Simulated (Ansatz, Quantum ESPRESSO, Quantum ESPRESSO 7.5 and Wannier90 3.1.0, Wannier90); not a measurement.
# Ballistic channels from Wannier functions: straight Sb chain, spacing 2.56 Å

How many channels does the wire offer, and does a small Wannier basis get them right? The wire: straight Sb chain, spacing 2.56 Å.

Method: plane-wave DFT, PBE, PseudoDojo norm-conserving pseudopotentials (cross-check by Ansatz 0.2.0 with PAW datasets), in Quantum ESPRESSO 7.5 and Wannier90 3.1.0.

Report form: the programs' logs are mostly left out.

## 1. Starting point

The cell holds 1 atom: 1 Sb. Its edges and angles: a = 8.000 Å, b = 8.000 Å, c = 2.558 Å, α = 90.0°, β = 90.0°, γ = 90.0°. Vacuum lies along a and b. The structure's axis is c.

As a file:

```cif
data_structure
_symmetry_space_group_name_H-M 'P 1'
_symmetry_Int_Tables_number 1
_cell_length_a 8.0000
_cell_length_b 8.0000
_cell_length_c 2.5575
_cell_angle_alpha 90.000
_cell_angle_beta 90.000
_cell_angle_gamma 90.000
_cell_volume 163.68
loop_
_atom_site_label
_atom_site_type_symbol
_atom_site_fract_x
_atom_site_fract_y
_atom_site_fract_z
_atom_site_occupancy
Sb1 Sb 0.00000 0.00000 0.00000 1
```

## 2. Self-consistent run

Input file scf.in:

```
&control
  prefix = 'scf'
  outdir = './out'
  pseudo_dir = './pseudo'
  calculation = 'scf'
  tprnfor = .true.
/
&system
  ibrav = 0
  nat = 1
  ntyp = 1
  ecutwfc = 72
  ecutrho = 288
  occupations = 'smearing'
  smearing = 'mv'
  degauss = 0.005
/
&electrons
  conv_thr = 1e-07
  mixing_beta = 0.4
  electron_maxstep = 120
  mixing_mode = 'local-TF'
/
ATOMIC_SPECIES
  Sb  121.7600  Sb.dojo-sr-pbe-0.4.1-standard.upf
CELL_PARAMETERS angstrom
  8.00000000000000 0.00000000000000 0.00000000000000
  0.00000000000000 8.00000000000000 0.00000000000000
  0.00000000000000 0.00000000000000 2.55750000000000
ATOMIC_POSITIONS crystal
  Sb  0.000000000000 0.000000000000 0.000000000000
K_POINTS automatic
  1 1 28 0 0 0
```

Command:

```console
> OMP_NUM_THREADS=1 mpirun -n 2 pw.x -nk 2 -in scf.in > scf.out
```

The job ended after 27 s (2 MPI ranks of Arm Neoverse V1, shared host; peak memory 0.25 GiB; 53 s of CPU time).

Read from the output:

| Property | Result |
| --- | --- |
| free energy | -2473.7018 eV |
| Fermi energy | -2.107 eV |

The program's own clock; routines nest. Time by routine:

```
  routine  wall time (s)  calls
    PWSCF          26.18      1
electrons          25.08      1
  c_bands          17.86      9
     fftw          17.33   6000
  cegterg          17.16     72
    h_psi          16.16    388
 vloc_psi          15.52    388
  mix_rho           3.61      9
 sum_band           2.98      9
     ffts           2.26    722
 init_run           0.89      1
  wfcinit           0.63      1
 v_of_rho            0.6      9
init_us_2           0.33    160
```

The run needed 8 iterations to bring the estimated error under 1e-07 Ry.

## 3. Full uniform mesh without symmetry

Wannier90 needs the states on a whole uniform mesh, listed point by point, without symmetry.

Input file nscf.in:

```
&control
  prefix = 'nscf'
  outdir = './out'
  pseudo_dir = './pseudo'
  calculation = 'nscf'
/
&system
  ibrav = 0
  nat = 1
  ntyp = 1
  ecutwfc = 72
  ecutrho = 288
  occupations = 'smearing'
  smearing = 'mv'
  degauss = 0.005
  nosym = .true.
  noinv = .true.
  nbnd = 17
/
&electrons
  conv_thr = 1e-09
  mixing_beta = 0.4
  electron_maxstep = 120
  mixing_mode = 'local-TF'
  diago_full_acc = .true.
/
ATOMIC_SPECIES
  Sb  121.7600  Sb.dojo-sr-pbe-0.4.1-standard.upf
CELL_PARAMETERS angstrom
  8.00000000000000 0.00000000000000 0.00000000000000
  0.00000000000000 8.00000000000000 0.00000000000000
  0.00000000000000 0.00000000000000 2.55750000000000
ATOMIC_POSITIONS crystal
  Sb  0.000000000000 0.000000000000 0.000000000000
K_POINTS crystal
14
  0.0000000000 0.0000000000 0.0000000000 0.0714285714
  0.0000000000 0.0000000000 0.0714285714 0.0714285714
  0.0000000000 0.0000000000 0.1428571429 0.0714285714
  0.0000000000 0.0000000000 0.2142857143 0.0714285714
  0.0000000000 0.0000000000 0.2857142857 0.0714285714
  0.0000000000 0.0000000000 0.3571428571 0.0714285714
  0.0000000000 0.0000000000 0.4285714286 0.0714285714
  0.0000000000 0.0000000000 0.5000000000 0.0714285714
  0.0000000000 0.0000000000 0.5714285714 0.0714285714
  0.0000000000 0.0000000000 0.6428571429 0.0714285714
  0.0000000000 0.0000000000 0.7142857143 0.0714285714
  0.0000000000 0.0000000000 0.7857142857 0.0714285714
  0.0000000000 0.0000000000 0.8571428571 0.0714285714
  0.0000000000 0.0000000000 0.9285714286 0.0714285714
```

Command:

```console
> cp -r out/scf.save out/nscf.save
> cp out/scf.xml out/nscf.xml
> OMP_NUM_THREADS=1 mpirun -n 2 pw.x -nk 1 -in nscf.in > nscf.out
```

Elapsed: 44 s, on 2 MPI ranks; peak memory 0.12 GiB; 87 s of CPU time.

This step gave:

- Fermi energy: -2.131 eV

The program's own clock; routines nest. Time by routine:

```
     routine  wall time (s)  calls
       PWSCF          43.23      1
   electrons          43.02      1
     c_bands          43.02      1
     cegterg          42.16     68
       h_psi          36.37   1316
    vloc_psi          34.86   1316
        fftw             33  23970
h_psi:calbec            0.7   1316
      calbec           0.69   1316
  add_vuspsi           0.65   1316
     cdiaghg           0.39   1248
       g_psi           0.27   1234
    init_run           0.14      1
      hinit0           0.06      1
```

## 4. Neighbour list from wannier90 -pp

The .win file sets projections and windows: states in the frozen window are kept exactly, the outer window gives room to disentangle.

Input file wan.win:

```
num_wann = 4
num_bands = 17
num_iter = 200
num_print_cycles = 20
conv_tol = 1e-8
conv_window = 5
guiding_centres = true
dis_num_iter = 1500
dis_conv_tol = 1e-8
dis_win_min = -13.1073
dis_win_max = 6.8927
dis_froz_max = -0.6073
search_shells = 120
fermi_energy = -2.1073

transport = true
transport_mode = bulk
one_dim_axis = z
dist_cutoff = 17.8
dist_cutoff_mode = one_dim
tran_win_min = -4.0
tran_win_max = 2.0
tran_energy_step = 0.02

bands_plot = true
bands_num_points = 96
begin kpoint_path
G 0.0 0.0 0.0 Z 0.0 0.0 0.5
end kpoint_path

begin projections
Sb:s;p
end projections

begin unit_cell_cart
ang
  8.0000000000 0.0000000000 0.0000000000
  0.0000000000 8.0000000000 0.0000000000
  0.0000000000 0.0000000000 2.5575000000
end unit_cell_cart

begin atoms_frac
  Sb 0.0000000000 0.0000000000 0.0000000000
end atoms_frac

mp_grid = 1 1 14
begin kpoints
  0.0 0.0 0.0000000000
  0.0 0.0 0.0714285714
  0.0 0.0 0.1428571429
  0.0 0.0 0.2142857143
  0.0 0.0 0.2857142857
  0.0 0.0 0.3571428571
  0.0 0.0 0.4285714286
  0.0 0.0 0.5000000000
  0.0 0.0 0.5714285714
  0.0 0.0 0.6428571429
  0.0 0.0 0.7142857143
  0.0 0.0 0.7857142857
  0.0 0.0 0.8571428571
  0.0 0.0 0.9285714286
end kpoints
```

Command:

```console
> OMP_NUM_THREADS=1 wannier90.x -pp wan > wan.pp.log
```

Run time: 0.46 s. Hardware: 1 MPI rank; peak memory 0.09 GiB.

## 5. Overlaps and projections

pw2wannier90.x computes the overlaps between neighbouring k-points and the projections.

Input file wan.p2w.in:

```
&inputpp
  prefix = 'nscf'
  outdir = './out'
  seedname = 'wan'
  write_mmn = .true.
  write_amn = .true.
  write_unk = .false.
/
```

Command:

```console
> OMP_NUM_THREADS=1 mpirun -n 2 pw2wannier90.x -in wan.p2w.in > wan.p2w.out
```

Run time: 7.3 s. Hardware: 2 MPI ranks; peak memory 0.11 GiB.

## 6. Localisation, bands and conductance

After disentangling and localising, transport_mode = bulk builds principal layers from hoppings within dist_cutoff and counts open channels.

wan.win is that of step 4.

Command:

```console
> OMP_NUM_THREADS=1 wannier90.x wan > wan.run.log
```

Elapsed: 1.4 s, on 1 MPI rank; peak memory 0.09 GiB.

Numbers from this step:

* lead channels at the Fermi level, one spin: 3.000
* total spread: 9.388 Å²
* gauge-invariant spread: 7.312 Å²
* largest misfit to plane-wave levels between mesh points, inside the frozen window: 0.1430 eV

Per spin. Quantum conductance of the perfect wire, open channels against energy, zero at the Fermi level:

energy (eV), quantum conductance of the perfect wire, open channels and a bar from the least value:
```
   -4.000       1.00 
   -3.800       1.00 
   -3.600       1.00 
   -3.400       1.00 
   -3.200       1.00 
   -3.000       1.00 
   -2.800       1.00 
   -2.600       1.00 
   -2.400       1.00 
   -2.200       1.00 
   -2.000       3.00 ##############################
   -1.800       3.00 ##############################
   -1.600       3.00 ##############################
   -1.400       3.00 ##############################
   -1.200       3.00 ##############################
   -1.020       3.00 ##############################
   -0.800       3.00 ##############################
   -0.600       3.00 ##############################
   -0.400       3.00 ##############################
   -0.200       3.00 ##############################
    0.000       3.00 ##############################
    0.200       3.00 ##############################
    0.400       3.00 ##############################
    0.600       3.00 ##############################
    0.800       3.00 ##############################
    1.000       3.00 ##############################
    1.200       3.00 ##############################
    1.400       3.00 ##############################
    1.600       3.00 ##############################
    1.800       3.00 ##############################
    2.000       3.00 ##############################
```

Wannier functions:

```
no.     x (Å)     y (Å)  z (Å)  spread (Å²)
  1  -2.04e-4  0.001152      0        3.155
  2  -2.90e-5   5.91e-4  1.279        1.875
  3   3.10e-4         0      0        2.179
  4         0  -0.00156      0        2.179
```

Electronic bands along the path, in eV, zero at the Fermi level; # counts the bands kept:

```
  point      #1     #2     #3    #4
      Γ  -10.97  -2.06  -2.06  4.52
halfway   -9.50  -0.48  -0.48  3.65
      Z   -4.87  -4.64   2.56  2.56
```

Bands and channels are those of the Wannier model: bands that were not projected, and all outside the frozen window, are missing or only approximate.

## 7. Neighbour list from wannier90 -pp, with dis_froz_max − E_F = -2.0

How much does a setting matter? One run is repeated with a change.

wan_w.win is the input of step 6 with these lines changed:

```diff
@@ -11,3 +11,3 @@
 dis_win_max = 6.8927
-dis_froz_max = -0.6073
+dis_froz_max = -4.1073
 search_shells = 120
```

Command:

```console
> OMP_NUM_THREADS=1 wannier90.x -pp wan_w > wan_w.pp.log
```

Elapsed: 0.46 s, on 1 MPI rank; peak memory 0.09 GiB.

## 8. Overlaps and projections

The follow-up step for that run.

Input file wan_w.p2w.in:

```
&inputpp
  prefix = 'nscf'
  outdir = './out'
  seedname = 'wan_w'
  write_mmn = .true.
  write_amn = .true.
  write_unk = .false.
/
```

Command:

```console
> OMP_NUM_THREADS=1 mpirun -n 2 pw2wannier90.x -in wan_w.p2w.in > wan_w.p2w.out
```

Wall time 7.3 s (2 MPI ranks); peak memory 0.11 GiB.

## 9. Localisation, bands and conductance, with dis_froz_max − E_F = -2.0

wan_w.win is the input of step 6 with these lines changed:

```diff
@@ -11,3 +11,3 @@
 dis_win_max = 6.8927
-dis_froz_max = -0.6073
+dis_froz_max = -4.1073
 search_shells = 120
```

Command:

```console
> OMP_NUM_THREADS=1 wannier90.x wan_w > wan_w.run.log
```

Wall time 1.4 s (1 MPI rank); peak memory 0.09 GiB.

The changed values were drawn from a wide range, not chosen for quality; the comparison shows what they did here together.

The total spread is 8.06 against 9.39 Å². Between −2 and 1.5 eV the channel count differs from the first run's at 0 % of the energies, and at the Fermi level it is 3 against 3. The frozen window now ends below the Fermi level, so the states there are no longer held.

## 10. Neighbour list from wannier90 -pp, with num_wann = 5

One more run, with a changed input.

wan_bad.win is the input of step 6 with these lines changed:

```diff
@@ -1,2 +1,2 @@
-num_wann = 4
+num_wann = 5
 num_bands = 17
```

Command:

```console
> OMP_NUM_THREADS=1 wannier90.x -pp wan_bad > wan_bad.pp.log
```

The job ended after 0.44 s (1 MPI rank; peak memory 0.09 GiB).

The input was rejected at the start.

The fault put into the input: more Wannier functions than projections (num_wann = 5).

Each Wannier function needs a starting projection, or random ones must be asked for.

## 11. The same in Ansatz

As a check, the same structure is run in Ansatz.

Level of this step: plane-wave DFT, PBE, Ansatz PAW (Ansatz 0.2.0).

System of this step: straight Sb chain, spacing 2.56 Å, 2 periods. The cell holds 2 atoms: 2 Sb. Its edges and angles: a = 8.000 Å, b = 8.000 Å, c = 5.115 Å, α = 90.0°, β = 90.0°, γ = 90.0°. Vacuum lies along a and b. The structure's axis is c.

Input file input.yaml:

```yaml
crystal:
  lattice:
    - [8.0, 0.0, 0.0]
    - [0.0, 8.0, 0.0]
    - [0.0, 0.0, 5.115]
  atoms:
    - { symbol: Sb, position: [0.0, 0.0, 0.0] }
    - { symbol: Sb, position: [0.0, 0.0, 0.5] }
kpoints:
  mp_grid: { grid: [1, 1, 14] }
hamiltonian:
  xc: pbe
scf:
  occupations: { method: fermi_dirac, width: 0.05 }
  convergence: { dr2_threshold: 1.0e-08 }
output:
  transmission:
    leads: [[0, 0]]
    e_range: [-4.0, 2.0]
    de: 0.05
    kmesh: [1, 1]
    reduced_basis: true
```

Command:

```console
> ansatz run input.yaml --threads 2 --pin off --max-ram 4096MiB --backend cpu --events-out ev --progress --plain --runs-dir out
```

Run time: 31 s. Hardware: 2 threads; peak memory 0.52 GiB.

Read from the output:

```
free energy                                : -12966.4285 eV
energy at zero smearing                    : -12966.4204 eV
smearing term TS                           : 0.01613 eV
Fermi energy                               : -2.160 eV
symmetry operations                        : 32
lead channels at the Fermi level, one spin : 3
```

Per spin. Table of open channels by energy, zero at the Fermi level:

```
energy (eV)  open channels
    -4.0000              1
    -3.7500              1
    -3.5000              1
    -3.2500              1
    -3.0000              1
    -2.7500              1
    -2.5000              1
    -2.2500              1
    -2.0000              3
    -1.7500              3
    -1.5000              3
    -1.2500              3
    -1.0000              3
    -0.7500              3
    -0.5000              3
    -0.2500              3
     0.0000              3
     0.2500              3
     0.5000              3
     0.7500              3
     1.0000              3
     1.2500              3
     1.5000              3
     1.7500              3
     2.0000              3
```

## 12. By hand

3 channels × 77.48 µS = 232 µS, a two-terminal resistance of 12.906/3 = 4.30 kΩ whatever the wire's length, as long as nothing scatters.

## 13. Outcome

| Quantity | Value |
| --- | --- |
| open channels at the Fermi level, per spin | 3 |
| total spread | 9.39 Å² |
| gauge-invariant spread | 7.31 Å² |
| largest band misfit in the frozen window | 0.143 eV |
| channels at the Fermi level by Ansatz | 3 |

**Reading.** The wire offers 3 channels per spin at the Fermi level. Between -4 and 1.5 eV the channel count from Wannier functions equals that from Ansatz's layer matching at 99 % of the energies; outside the frozen window the Wannier bands are not held to the plane-wave ones. The interpolated bands miss plane-wave levels by up to 0.14 eV between mesh points, so steps of the conductance can sit that far off. The wire is perfect, so the conductance only counts bands: each channel, with its partner of the other spin, carries G₀ = 2e²/h. It was run without spin polarisation, which was not tested. Spin-orbit coupling is left out; depending on the atoms that carry the levels of interest, it can split and shift them by tens to hundreds of meV.

[Logs are printed without paths, hosts, clocks, repeated set-up lines and the standing remarks that a program may print on its own settings, such as how far it seeks lower states.]

[Hosts, paths, dates, database ids (printed as entryN), source tags and the programs' standing remarks are cut or masked in the printed files.]

[Maps of the electrostatic potential energy from Ansatz leave out the sawtooth potential of an applied field or a dipole correction, so their vacuum need not be flat; planar profiles and work functions include it.]
